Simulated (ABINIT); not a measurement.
# Quasiparticle gap of Au2S (Pn-3m) in ABINIT, part 3 of 3

How does a plane-wave GW calculation on Au2S (Pn-3m) run from the first input to the gap?

ABINIT 10.8.3; LDA and many-body steps on it, plane waves. Known limits of the many-body steps: not at the basis limit; d shell near the gap, gap tends to lie low; no spin-orbit coupling; coarse k mesh.

So far. Step 4 (Empty states on the mesh, 2×2×2 mesh, 244 bands): On this mesh the gap is 1.989 eV. Step 5 (Screening, 2×2×2 mesh, 222 bands, screening to 130.6 eV): Local fields lower ε∞ by 13 %. On a Γ-centred mesh this coarse the value itself is usually too large, while a short band sum pulls it down.

## Step 6: Self-energy, 2×2×2 mesh, 222 bands, screening to 130.6 eV

The self-energy is evaluated for the states that the input lists, and the levels follow from it, in one-shot runs by the linearised quasiparticle equation.

This step: G0W0 on LDA, plane waves, norm-conserving pseudopotentials.

The input, run.abi:

```
acell 3*1.0 Angstrom
rprim 
  5.273982180000 0.000000000000 0.000000000000
  0.000000000000 5.273982180000 0.000000000000
  0.000000000000 0.000000000000 5.273982180000
ntypat 2
znucl 16 79
natom 6
typat 1 1 2 2 2 2
xred 
  -0.000000000000 0.000000000000 -0.000000000000
  0.500000000000 0.500000000000 0.500000000000
  0.250000000000 0.250000000000 0.750000000000
  0.750000000000 0.250000000000 0.250000000000
  0.250000000000 0.750000000000 0.250000000000
  0.750000000000 0.750000000000 0.750000000000
pp_dirpath "pseudos"
pseudos "S.upf, Au.upf"
ecut 28
ngkpt 2 2 2
nshiftk 1
shiftk 0 0 0
kptopt 1
chksymbreak 0
istwfk *1
occopt 1
irdwfk 1
optdriver 4
nband 222
gwcalctyp 0
ecutsigx 28
symsigma 1
nkptgw 1
kptgw 
  0.0000000000 0.0000000000 0.0000000000
bdgw 
  42 46
ecuteps 4.8
irdscr 1
ppmodel 1
indata_prefix "in"
outdata_prefix "out"
tmpdata_prefix "tmp"
```

Command:

```sh
OMP_NUM_THREADS=1 mpirun -n 8 abinit run.abi > log
```

Numbers of over 12 decimals in the logs are rounded to 6 here.

The program printed:

```text
.Version 10.8.3 of ABINIT. v10.8.2 released Aug 2026.

 Symmetries : space group Pn -3 m (#224); Bravais cP (primitive cubic)
[... echo of the input left out ...]
== DATASET  1 ==================================================================
-   mpi_nproc: 8, omp_nthreads: 1 (-1 if OMP is not activated)

--- !DatasetInfo
iteration_state: {dtset: 1, }
dimensions: {natom: 6, nkpt: 4, mband: 222, nsppol: 1, nspinor: 1, nspden: 1, mpw: 7088, }
cutoff_energies: {ecut:  28.0, pawecutdg:  -1.0, }
electrons: {nelect:   8.80000000E+01, charge:   0.00000000E+00, occopt:   1.00000000E+00, tsmear:   1.00000000E-02, }

 SIGMA: Calculation of the GW corrections

 Based on a program developped by R.W. Godby, V. Olevano, G. Onida, and L. Reining.
 Incorporated in ABINIT by V. Olevano, G.-M. Rignanese, and M. Torrent.
.Using double precision arithmetic ; gwpc =  8

[... cell and pseudopotentials left out ...]
--------------------------------------------------------------------------------

 ==== K-mesh for the wavefunctions ====
 Number of points in the irreducible wedge :     4
[... list of points left out ...]
 Together with 48 symmetry operations and time-reversal symmetry
 yields     8 points in the full Brillouin Zone.

 ==== Q-mesh for screening function ====
 Number of points in the irreducible wedge :     4
[... list of points left out ...]
 Together with 48 symmetry operations and time-reversal symmetry
 yields     8 points in the full Brillouin Zone.

 vcoul_init : cutoff-mode = AUXILIARY_FUNCTION
 q-points for optical limit:   1
     1)      0.000010    0.000020    0.000030
 setmesh: FFT mesh size selected  =    48x   48x   48
          total number of points  =       110592

 Number of electrons calculated from density =   88.0000; Expected =   88.0000
 average of density, n =  0.088894
 r_s =    1.3900
 omega_plasma =   28.7601 [eV]

 === KS Band Gaps ===
  >>>> For spin  1
   Minimum direct gap =   1.9888 [eV], located at k-point      :   0.0000  0.0000  0.0000
   Fundamental gap    =   1.9888 [eV], Top of valence bands at :   0.0000  0.0000  0.0000
                                       Bottom of conduction at :   0.0000  0.0000  0.0000
 SIGMA fundamental parameters:
 PLASMON POLE MODEL  1
 number of plane-waves for SigmaX                 6979
 number of plane-waves for SigmaC and W            485
 number of plane-waves for wavefunctions          6979
 number of bands                                   222
 number of independent spin polarizations            1
 number of spinorial components                      1
 number of k-points in IBZ                           4
 number of q-points in IBZ                           4
 number of symmetry operations                      48
 number of k-points in BZ                            8
 number of q-points in BZ                            8
 number of frequencies for dSigma/dE                 9
 frequency step for dSigma/dE [eV]                0.25
 number of omega for Sigma on real axis              0
 max omega for Sigma on real axis  [eV]           0.00
 zcut for avoiding poles [eV]                     0.10

 EPSILON^-1 parameters (SCR file):
 dimension of the eps^-1 matrix on file            485
 dimension of the eps^-1 matrix used               485
 number of plane-waves for wavefunctions          6979
 number of bands                                   222
 number of q-points in IBZ                           4
 number of frequencies                               2
 number of real frequencies                          1
 number of imag frequencies                          1

 matrix elements of self-energy operator (all in [eV])

 Perturbative Calculation

--- !SelfEnergy_ee
iteration_state: {dtset: 1, }
kpoint     : [   0.000,    0.000,    0.000, ]
spin       : 1
KS_gap     :    1.989
QP_gap     :    2.513
Delta_QP_KS:    0.525
data: !SigmaeeData |
     Band     E0 <VxcDFT>   SigX SigC(E0)      Z dSigC/dE  Sig(E)    E-E0       E
       42   4.579 -18.163 -21.080   2.834   0.804  -0.244 -18.230  -0.067   4.513
       43   4.579 -18.163 -21.080   2.834   0.804  -0.244 -18.230  -0.067   4.513
       44   4.579 -18.163 -21.080   2.834   0.804  -0.244 -18.230  -0.067   4.513
       45   6.568  -9.303  -5.538  -3.215   0.831  -0.203  -8.845   0.458   7.026
       46   6.568  -9.303  -5.538  -3.215   0.831  -0.203  -8.845   0.458   7.026

== END DATASET(S) ==============================================================
================================================================================

 -outvars: echo values of variables after computation  --------
           etotal      0.0000000000E+00
            nband         222
             nkpt           4
          spgroup         224
 [... the other variables as echoed above ...]

 Calculation completed.
```

The job ended after 7.1 s (8 MPI ranks of Intel Xeon Platinum 8488C (Sapphire Rapids), shared host; peak memory 2 GiB).

This step gave:

- G0W0 gap on the points computed: 2.513 eV
- starting gap on the mesh: 1.989 eV
- k of the valence top: 0, 0, 0
- k of the conduction bottom: 0, 0, 0
- Z at the valence top: 0.804
- Z at the conduction bottom: 0.831
- least direct G0W0 gap on the computed points: 2.513 eV

The gap on the mesh goes from 1.99 eV to 2.51 eV, a correction of +0.52 eV.

Limits: finite bands, cutoff and mesh; d shell near the gap, gap tends to lie low; no spin-orbit coupling; coarse k mesh. v1 is the top filled band, c1 the lowest empty one. Levels before and after the correction, in eV, zero at the valence-band top of each column:

```
           conduction bottom  valence top
Kohn-Sham               1.99         0.00
     G0W0               2.51         0.00
```

```
             level  energy (eV)
Kohn-Sham  Γ v3-v1        0.000
Kohn-Sham  Γ c1-c2        1.989
     G0W0  Γ v3-v1        0.000
     G0W0  Γ c1-c2        2.513
```

## Step 7: Where the time went

Times are wall times on the hardware named with each run, good to a factor of about two.

```
                          step   time  share  memory (GiB)
                  ground state   29 s   15 %          0.76
bands along the symmetry lines   49 s   25 %          0.88
      empty states on the mesh   61 s   32 %          0.52
                     screening   47 s   24 %           3.1
                   self-energy  7.1 s    4 %           2.0
```

## Step 8: Results

| Item | Value |
| --- | --- |
| LDA gap | 1.99 eV, direct |
| G0W0 gap on the mesh | 2.51 eV |
| GW settings | 2×2×2 mesh, 222 bands, screening to 130.6 eV, Godby-Needs plasmon pole |
| known limits | not at the basis limit; d shell near the gap, gap tends to lie low; no spin-orbit coupling; coarse k mesh |

What this shows: G0W0 moves the gap on the mesh from 1.99 eV to 2.51 eV (+0.52 eV), with Z of 0.80 and 0.83 at the edges. Local fields lower the RPA ε∞ on this mesh from 12.54 to 10.91; a Γ-centred mesh this coarse tends to raise both, most where the direct gap is narrow, while a short band sum lowers them. Only 1 of the mesh's irreducible points was corrected, so a valley elsewhere could overtake. Bands and cutoff are finite, so the gap is not at the basis limit. The miss can reach some tenths of an eV and take either sign; the mesh is an error of its own. In the G0W0 run levels were corrected at 1 k point alone, so a gap called «on the mesh» is the least over those, and an edge elsewhere would be missed. The 2×2×2 mesh is coarse for this cell, which bears on the long-range parts of exchange and screening. A d shell, filled or nearly so, lies near the gap. One-shot GW converges very slowly in bands there, not always from below, and on a semilocal start the gap tends to come out low; starts rich in exact exchange can overshoot instead. The many-body steps are scalar-relativistic: spin-orbit coupling is not in them.

[Paths, hosts, dates, memory and timing lines, banners, echoed tables and standing remarks are left out of the program output.]

[Logs are printed without paths, hosts, clocks, repeated set-up lines and the standing remarks that a program may print on its own settings, such as how far it seeks lower states.]

[Runs of the session that timed out or met a known fault of the program may be left out.]

[Hosts, paths, dates, database ids (printed as entryN), source tags and the programs' standing remarks are cut or masked in the printed files.]

[G0W0 gaps are taken among the corrected bands and points alone; a level outside them can change the order at an edge.]

[Where Ansatz stands beside ABINIT at settings called matched, ABINIT's density can come from a denser mesh and the files from another edition; pairs whose starting gaps differed by over 0.03 eV were left out, so agreement reads better than it is.]
